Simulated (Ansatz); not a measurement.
# Where N_i (6-fold void) puts its levels in the gap of Y4S3N2 (C2/m), part 2 of 2

Wanted: the transition levels of a self-interstitial in Y4S3N2 (C2/m), from a cell of 54 host atoms with 1 N put in.

Ansatz; place-levels on PBEsol runs: charge-transition levels and formation energies with image-charge correction and potential alignment at the atomic sites.

So far: The starting structure; What was run first.

## (3) Placing the levels, PBEsol

A charged cell interacts with its images and the background, and its potential has another zero than the host's. place-levels removes the first by a point-charge model, screened by the static dielectric constant since the ions have relaxed around the charge, and the second by comparing potentials at atoms far from the defect.

The host is a run of the defect-free crystal in the same cutoffs, grids and k-points, so that basis and sampling errors cancel in part in the differences. Its band edges come from a run of the primitive cell that searches the zone for them. Chemical potentials are energies per atom of N (N2 molecule), run with the same functional and cutoff.

File levels.point.yaml:

```yaml
host:
  run: host.point.run
  levels_from: { run: edges.point.run }
states: [qm3.point.run, qm3_M2.point.run, qm2_M1.point.run, qm1.point.run, qm1_M2.point.run, q0_M1.point.run, qp1.point.run, qp1_M2.point.run]
geometry_from:
  qm3.point.run: qm3.relax.run
  qm3_M2.point.run: qm3_M2.relax.run
  qm2_M1.point.run: qm2_M1.relax.run
  qm1.point.run: qm1.relax.run
  qm1_M2.point.run: qm1_M2.relax.run
  q0_M1.point.run: q0_M1.relax.run
  qp1.point.run: qp1.relax.run
  qp1_M2.point.run: qp1_M2.relax.run
  host.point.run: host.relax.run
chemical_potentials:
  "N":
    energy: -378.471758
    dataset: "<sha256 of the dataset>"
epsilon: [6.75, 7.0, 6.49]
static_epsilon:
  - [14.06, 0.0, 1.03]
  - [0.0, 17.01, 0.0]
  - [1.03, 0.0, 13.95]
vertical:
  - { from: qm3.point.run, to: qm3.point_neutral.run }
  - { from: qm3_M2.point.run, to: qm3_M2.point_neutral.run }
  - { from: qm2_M1.point.run, to: qm2_M1.point_neutral.run }
  - { from: qm1.point.run, to: qm1.point_neutral.run }
  - { from: qm1_M2.point.run, to: qm1_M2.point_neutral.run }
  - { from: qp1.point.run, to: qp1.point_neutral.run }
  - { from: qp1_M2.point.run, to: qp1_M2.point_neutral.run }
```

Launch:

```sh
$ ansatz place-levels levels.point.yaml -- --threads 8 --pin off --max-ram 14131MiB
```

Output:

```text
[... repeated set-up lines and file paths are left out, and long positions are rounded to six places ...]
(+1/0) 0.303 eV beneath the valence edge, in the valence band
(0/-1) 0.561 eV above the valence edge, 0.706 eV under the conduction edge
(-1/-2) 1.696 eV above the valence edge, in the conduction band; not on the lower envelope
(-2/-3) 1.208 eV above the valence edge, 0.058 eV under the conduction edge; not on the lower envelope
(-1/-3) 1.452 eV above the valence edge, in the conduction band: charges between them are lowest nowhere
formation energy of charge +1: +3.075 eV with the Fermi level at the valence edge
formation energy of charge 0: +2.772 eV with the Fermi level at the valence edge
formation energy of charge -1: +3.333 eV with the Fermi level at the valence edge
formation energy of charge -2: +5.029 eV with the Fermi level at the valence edge
formation energy of charge -3: +6.237 eV with the Fermi level at the valence edge
vertical -3 to 0: no energy, since no alignment is typed
  the change from vertical[0].from (qm3.point.run) to vertical[0].to (qm3.point_neutral.run): by its spins about the atoms it stands at 0.500 0.666 0.500, with an rms radius of about 2.5 Å (1.6 1.4 1.3 Å across the planes of the cell's vectors); [...]
vertical -3 to 0: no energy, since no alignment is typed
  the change from vertical[1].from (qm3_M2.point.run) to vertical[1].to (qm3_M2.point_neutral.run): by its potential at epsilon [6.75, 7, 6.49] it stands at 0.000 0.666 0.001, with an rms radius of about 5.9 Å (3.6 3.6 3.0 Å across the planes of the cell's [...]
vertical -2 to 0: no energy, since no alignment is typed
  the change from vertical[2].from (qm2_M1.point.run) to vertical[2].to (qm2_M1.point_neutral.run): by its potential at epsilon [6.75, 7, 6.49] it stands at 0.500 0.666 0.499, with an rms radius of about 5.0 Å (3.1 3.2 2.4 Å across the planes of the cell's [...]
vertical -1 to 0: no energy, since no alignment is typed
  the change from vertical[3].from (qm1.point.run) to vertical[3].to (qm1.point_neutral.run): by its potential at epsilon [6.75, 7, 6.49] it stands at 0.609 0.767 0.714, with an rms radius of about 2.5 Å (1.5 1.7 0.9 Å across the planes of the cell's [...]
vertical -1 to 0: no energy, since no alignment is typed
  the change from vertical[4].from (qm1_M2.point.run) to vertical[4].to (qm1_M2.point_neutral.run): by its potential at epsilon [6.75, 7, 6.49] it stands at 0.548 0.666 0.454, with an rms radius of about 6.1 Å (4.0 3.8 2.6 Å across the planes of the cell's [...]
vertical +1 to 0: no energy, since no alignment is typed
  the change from vertical[5].from (qp1.point.run) to vertical[5].to (qp1.point_neutral.run): by its potential at epsilon [6.75, 7, 6.49] it stands at 0.502 0.493 0.995, with an rms radius of about 3.6 Å (2.0 2.0 2.2 Å across the planes of the cell's [...]
vertical +1 to 0: no energy, since no alignment is typed
  the change from vertical[6].from (qp1_M2.point.run) to vertical[6].to (qp1_M2.point_neutral.run): by its potential at epsilon [6.75, 7, 6.49] it stands at 0.606 0.666 0.551, with an rms radius of about 5.0 Å (2.9 3.5 2.1 Å across the planes of the cell's [...]
  edges by pbesol of host.levels_from (edges.point.run), its mesh sampled to repeats of 30.33 Å (the valence edge +0.154 eV and the conduction edge -0.183 eV from those of the host's own run), gap 1.266 eV; the host is sampled to repeats of 20.33 Å
  the defect's cells are sampled to repeats of 20.33 Å, like sampling
  charge +1: -112045.0050 eV with its correction of +0.238 eV, at epsilon [[14.06, 0, 1.03], [0, 17.01, 0], [1.03, 0, 13.95]], aligned at sites: +0.1057 eV, mean over 30 atomic sites at or beyond 4.88 Å from the defect at [0.5000, 0.6347, 0.5000], with [...]
  charge 0: +0.000 eV for its dipole among its images, +0.004 omitted
  charge -1: -112028.1639 eV with its correction of +0.034 eV, at epsilon [[14.06, 0, 1.03], [0, 17.01, 0], [1.03, 0, 13.95]], aligned at sites: +0.0987 eV, mean over 30 atomic sites at or beyond 4.88 Å from the defect at [0.5000, 0.6347, 0.5000], with [...]
  charge -2: -112018.1771 eV with its correction of +0.205 eV, at epsilon [[14.06, 0, 1.03], [0, 17.01, 0], [1.03, 0, 13.95]], aligned at sites: +0.1622 eV, mean over 30 atomic sites at or beyond 4.88 Å from the defect at [0.5000, 0.6347, 0.5000], with [...]
  charge -3: -112008.6777 eV with its correction of +0.626 eV, at epsilon [[14.06, 0, 1.03], [0, 17.01, 0], [1.03, 0, 13.95]], aligned at sites: +0.1886 eV, mean over 30 atomic sites at or beyond 4.88 Å from the defect at [0.5000, 0.6347, 0.5000], with [...]
  charge +1: states[7] (qp1_M2.point.run) stands 1.599 eV higher, with a moment of 2.00 μB against 0.00
  charge -1: states[4] (qm1_M2.point.run) stands 1.172 eV higher, with a moment of 2.00 μB against 0.00
  charge -3: states[1] (qm3_M2.point.run) stands 0.611 eV higher, with a moment of 2.00 μB against 0.00
  of states[6] (qp1.point.run): it parts from the run at its places by a charge that spreads by about 2.2 Å along one vector (1.3 Å or more is wide), by its potential at epsilon [6.75, 7, 6.49], taken for that of held ions (one typed too small widens it), [...]
  of states[5] (q0_M1.point.run): its displacements don't fall off away from the defect: farther atoms stand 0.023 Å off the host's places. [...]
  of states[3] (qm1.point.run): its displacements don't fall off away from the defect: farther atoms stand 0.03 Å off the host's places. [...]
  of states[2] (qm2_M1.point.run): it parts from the run at its places by a charge that spreads by about 2.4 Å along one vector (1.3 Å or more is wide), by its potential at epsilon [6.75, 7, 6.49], taken for that of held ions (one typed too small widens it), [...]
  of states[0] (qm3.point.run): it parts from the run at its places by a charge that spreads by about 1.3 Å along one vector (1.3 Å or more is wide), by the spins about the atoms, where the cell does not tell a trapped carrier from a band state. [...]
  of states[7] (qp1_M2.point.run): it parts from the run at its places by a charge that spreads by about 3.5 Å along one vector (2 Å or more is wide), by its potential at epsilon [6.75, 7, 6.49], taken for that of held ions (one typed too small widens it), [...]
  of states[4] (qm1_M2.point.run): it parts from the run at its places by a charge that spreads by about 4 Å along one vector (1.7 Å or more is wide), by its potential at epsilon [6.75, 7, 6.49], taken for that of held ions (one typed too small widens it), [...]
  of states[1] (qm3_M2.point.run): it parts from the run at its places by a charge that spreads by about 3 Å along one vector (1.3 Å or more is wide), by its potential at epsilon [6.75, 7, 6.49], taken for that of held ions (one typed too small widens it), [...]
  of vertical[0].from (qm3.point.run): it parts from the run at its places by a charge that spreads by about 1.3 Å along one vector (1.3 Å or more is wide), by the spins about the atoms, where the cell does not tell a trapped carrier from a band state. [...]
  of vertical[1].from (qm3_M2.point.run): its displacements don't fall off away from the defect: farther atoms stand 0.034 Å off the host's places. [...]
  vertical[1].to (qm3_M2.point_neutral.run): levels filled in part (TS 0.006 eV): its energy is of no whole electron's
  of vertical[1].to (qm3_M2.point_neutral.run): its displacements don't fall off away from the defect: farther atoms stand 0.034 Å off the host's places. [...]
  of vertical[2].from (qm2_M1.point.run): its displacements don't fall off away from the defect: farther atoms stand 0.044 Å off the host's places. [...]
  vertical[2].to (qm2_M1.point_neutral.run): levels filled in part (TS 0.007 eV): its energy is of no whole electron's
  of vertical[2].to (qm2_M1.point_neutral.run): its displacements don't fall off away from the defect: farther atoms stand 0.044 Å off the host's places. [...]
  of vertical[3].from (qm1.point.run): its displacements don't fall off away from the defect: farther atoms stand 0.03 Å off the host's places. [...]
  of vertical[3].to (qm1.point_neutral.run): its displacements don't fall off away from the defect: farther atoms stand 0.03 Å off the host's places. [...]
  of vertical[4].from (qm1_M2.point.run): its displacements don't fall off away from the defect: farther atoms stand 0.028 Å off the host's places. [...]
  vertical[4].to (qm1_M2.point_neutral.run): levels filled in part (TS 0.001 eV): its energy is of no whole electron's
  of vertical[4].to (qm1_M2.point_neutral.run): its displacements don't fall off away from the defect: farther atoms stand 0.028 Å off the host's places. [...]
  of vertical[5].from (qp1.point.run): its displacements don't fall off away from the defect: farther atoms stand 0.049 Å off the host's places. [...]
  of vertical[5].to (qp1.point_neutral.run): its displacements don't fall off away from the defect: farther atoms stand 0.049 Å off the host's places. [...]
  of vertical[6].from (qp1_M2.point.run): its displacements don't fall off away from the defect: farther atoms stand 0.017 Å off the host's places. [...]
  of vertical[6].to (qp1_M2.point_neutral.run): its displacements don't fall off away from the defect: farther atoms stand 0.017 Å off the host's places. [...]
```

The job ended after 0.78 s (8 threads of Intel Xeon 6975P-C (Granite Rapids), shared host).

Levels between the charges placed, in eV above the valence top:

```csv
,gap (eV),(+1/0),(0/−1),(−1/−2),(−2/−3)
PBEsol,1.27,-0.30,0.56,1.70,1.21
```

Corrections by state:

| charge | moment (μB) | image terms and alignment (eV) | band filling (eV) | ε used | over the lowest of its charge, as the program ranks them, band filling apart (eV) |
| --- | --- | --- | --- | --- | --- |
| +1 | 0.0 | 0.238 | - | principal values (12.97, 15.04, 17.01) | 0.000 |
| 0 | 1.0 | 0.000 | - | - | 0.000 |
| −1 | 0.0 | 0.034 | - | principal values (12.97, 15.04, 17.01) | 0.000 |
| −2 | 1.0 | 0.205 | - | principal values (12.97, 15.04, 17.01) | 0.000 |
| −3 | 0.0 | 0.626 | - | principal values (12.97, 15.04, 17.01) | 0.000 |
| +1 | 2.0 | 0.145 | - | principal values (12.97, 15.04, 17.01) | 1.599 |
| −1 | 2.0 | 0.014 | - | principal values (12.97, 15.04, 17.01) | 1.172 |
| −3 | 2.0 | 0.502 | - | principal values (12.97, 15.04, 17.01) | 0.611 |

The charged structures listed were also run neutral, and place-levels reads from each pair, by the potential or the spins, how wide the charge is by which they differ; that can be the carrier of either run.

| charge | rms radius (Å) | spread where it is widest against the cell (Å) | wide from (Å) | reading |
| --- | --- | --- | --- | --- |
| +1 | 3.6 | 2.23 | 1.32 | wide |
| −1 | 2.5 | 1.54 | 1.73 | narrow |
| −2 | 5.0 | 2.36 | 1.32 | wide |
| −3 | 2.5 | 1.35 | 1.32 | wide |

The neutral runs of these pairs need not share the spin of the lowest neutral state, and very wide values only mean spread over the cell.

From the program's caveats on the states, each cut to its opening words:

- charge +1: it parts from the run at its places by a charge that spreads by about 2.2 Å along one vector (1.3 Å or more is wide), by its potential at epsilon [6.75, 7, [...]
- charge +1: its displacements don't fall off away from the defect: farther atoms stand 0.049 Å off the host's places
- charge 0 (1 μB): its displacements don't fall off away from the defect: farther atoms stand 0.023 Å off the host's places
- charge −1: its displacements don't fall off away from the defect: farther atoms stand 0.03 Å off the host's places
- charge −2 (1 μB): it parts from the run at its places by a charge that spreads by about 2.4 Å along one vector (1.3 Å or more is wide), by its potential at epsilon [6.75, 7, [...]
- charge −2 (1 μB): its alignment with the host at atomic sites is doubtful: the mean over the far sites moves by +0.0854 eV from their farther parts to their nearer, more than [...]
- charge −2 (1 μB): its sublattices stand up to 0.0437 Å off the host's, which by the two runs' forces adds about -0.03 eV to its energy against the host's, and moves the band [...]
- charge −2 (1 μB): its displacements don't fall off away from the defect: farther atoms stand 0.044 Å off the host's places
- charge −3: it parts from the run at its places by a charge that spreads by about 1.3 Å along one vector (1.3 Å or more is wide), by the spins about the atoms, where the [...]
- charge −3: its alignment with the host at atomic sites is doubtful: the mean over the far sites moves by +0.1102 eV from their farther parts to their nearer, more than [...]
- charge +1 (2 μB): it parts from the run at its places by a charge that spreads by about 3.5 Å along one vector (2 Å or more is wide), by its potential at epsilon [6.75, 7, [...]
- charge +1 (2 μB): its displacements don't fall off away from the defect: farther atoms stand 0.017 Å off the host's places
- charge +1 (2 μB): its moments are held at its close (magnetization.spin_locking), by a field of 0.018 eV a Bohr magneton, and its energy and levels are of the state that this [...]
- charge −1 (2 μB): it parts from the run at its places by a charge that spreads by about 4 Å along one vector (1.7 Å or more is wide), by its potential at epsilon [6.75, 7, [...]

Chemical potentials of the elements' reference phases, run alike. Formation energy by charge state (elemental references; gap 1.27 eV):

| charge | at valence top (eV) | at conduction bottom (eV) | correction included (eV) |
| --- | --- | --- | --- |
| +1 | 3.07 | 4.34 | 0.24 |
| 0 | 2.77 | 2.77 | 0.00 |
| −1 | 3.33 | 2.07 | 0.03 |
| −2 | 5.03 | 2.50 | 0.21 |
| −3 | 6.24 | 2.44 | 0.63 |

| Fermi level (eV) | lowest formation energy (eV) |
| --- | --- |
| 0.00 | 2.77 |
| 0.12 | 2.77 |
| 0.23 | 2.77 |
| 0.35 | 2.77 |
| 0.46 | 2.77 |
| 0.58 | 2.76 |
| 0.69 | 2.64 |
| 0.81 | 2.53 |
| 0.92 | 2.41 |
| 1.04 | 2.30 |
| 1.15 | 2.18 |
| 1.27 | 2.07 |

## (4) The same at the relaxations' own k-points

The relaxations' own energies give the levels at their sampling, for comparison.

File levels.relax_mesh.yaml:

```yaml
host:
  run: host.relax.run
  levels_from: { run: edges.relax.run }
states: [qm3.relax.run, qm3_M2.relax.run, qm2_M1.relax.run, qm1.relax.run, qm1_M2.relax.run, q0_M1.relax.run, qp1.relax.run, qp1_M2.relax.run]
chemical_potentials:
  "N":
    energy: -378.471758
    dataset: "<sha256 of the dataset>"
```

Launch:

```sh
$ ansatz place-levels levels.relax_mesh.yaml -- --threads 8 --pin off --max-ram 14131MiB
```

Output:

```text
(+1/0) 0.183 eV beneath the valence edge, in the valence band
(0/-1) 0.576 eV above the valence edge, 0.691 eV under the conduction edge
(-1/-2) 1.695 eV above the valence edge, in the conduction band; not on the lower envelope
[...]
formation energy of charge +1: +2.910 eV with the Fermi level at the valence edge
formation energy of charge 0: +2.728 eV with the Fermi level at the valence edge
formation energy of charge -1: +3.303 eV with the Fermi level at the valence edge
formation energy of charge -2: +4.998 eV with the Fermi level at the valence edge
formation energy of charge -3: +6.254 eV with the Fermi level at the valence edge
  edges by pbesol of host.levels_from (edges.relax.run), its mesh sampled to repeats of 30.33 Å (the valence edge +0.154 eV and the conduction edge -0.214 eV from those of the host's own run), gap 1.266 eV; the host is sampled to repeats of 14.99 Å
[... the lines on each state left out ...]
```

Elapsed: 0.21 s, on 8 threads.

Levels between neighbouring charges, in eV above the valence top:

|  | gap (eV) | (+1/0) | (0/−1) | (−1/−2) | (−2/−3) |
| --- | --- | --- | --- | --- | --- |
| one point at (¼, ¼, ¼) | 1.27 | -0.18 | 0.58 | 1.70 | 1.26 |
| a 2×2×2 shifted mesh | 1.27 | -0.30 | 0.56 | 1.70 | 1.21 |

Going from one point at (¼, ¼, ¼) to a 2×2×2 shifted mesh moves the levels that carry no band-filling term by up to 0.12 eV and formation energies against the elements by up to 0.16 eV.

## (5) Summary of results

| Quantity | Value |
| --- | --- |
| gap of the host | 1.27 eV (PBEsol) |
| level (plus 1/0) | 0.30 eV below the valence top |
| level (0/minus 1) | 0.56 eV above the valence top |
| level (minus 1/minus 2) | 1.70 eV above the valence top, past the conduction bottom, not a change between lowest states |
| level (minus 2/minus 3) | 1.21 eV above the valence top, not a change between lowest states |
| lowest of the charges placed, just above the valence top (0.02 eV) | 0 |
| lowest of the charges placed, just below the conduction bottom (0.02 eV) | −1 |
| lowest formation energy at mid-gap of the charges run, elemental references | 2.70 eV |

What this shows: Of the charges placed (−3, −2, −1, 0 and +1), the lowest changes at 0.56 eV (0/−1) above the valence top, in a gap of 1.27 eV. States placed: +1 at 0 μB and 2 μB; 0 at 1 μB; −1 at 0 μB and 2 μB; −2 at 1 μB; −3 at 0 μB and 2 μB. Other spin states or structures, where not listed, weren't placed. At charge −1 and 0 the atom put in ends up to 1.5 Å from its starting place, so the name tells the start alone and the levels can join different sites. Going from one point at (¼, ¼, ¼) to a 2×2×2 shifted mesh moves the levels that carry no band-filling term by up to 0.12 eV and formation energies against the elements by up to 0.16 eV. The program doubts the alignment of potentials for at least one state, a sign that the cell is small. Limits: PBEsol makes the gap too small and tends to spread out bound carriers; where a gas molecule sets a chemical potential or the host's formation energy, its binding is uncorrected; force components of up to 0.13 eV/Å remain in a run at the final settings.

[Logs are printed without paths, hosts, clocks, repeated set-up lines and the standing remarks that a program may print on its own settings, such as how far it seeks lower states.]

[Hosts, paths, dates, database ids (printed as entryN), source tags and the programs' standing remarks are cut or masked in the printed files.]

[Where a table of states has a column of steps, it counts the stored structures, which are thinned; the runs took as many ionic steps or more.]

[A defect's name tells the site on which it was built; relaxed atoms can leave that site.]

[For some hosts the program warned that the k-mesh of the response run may be too coarse for force constants and the static dielectric constant; such warnings are not shown here.]
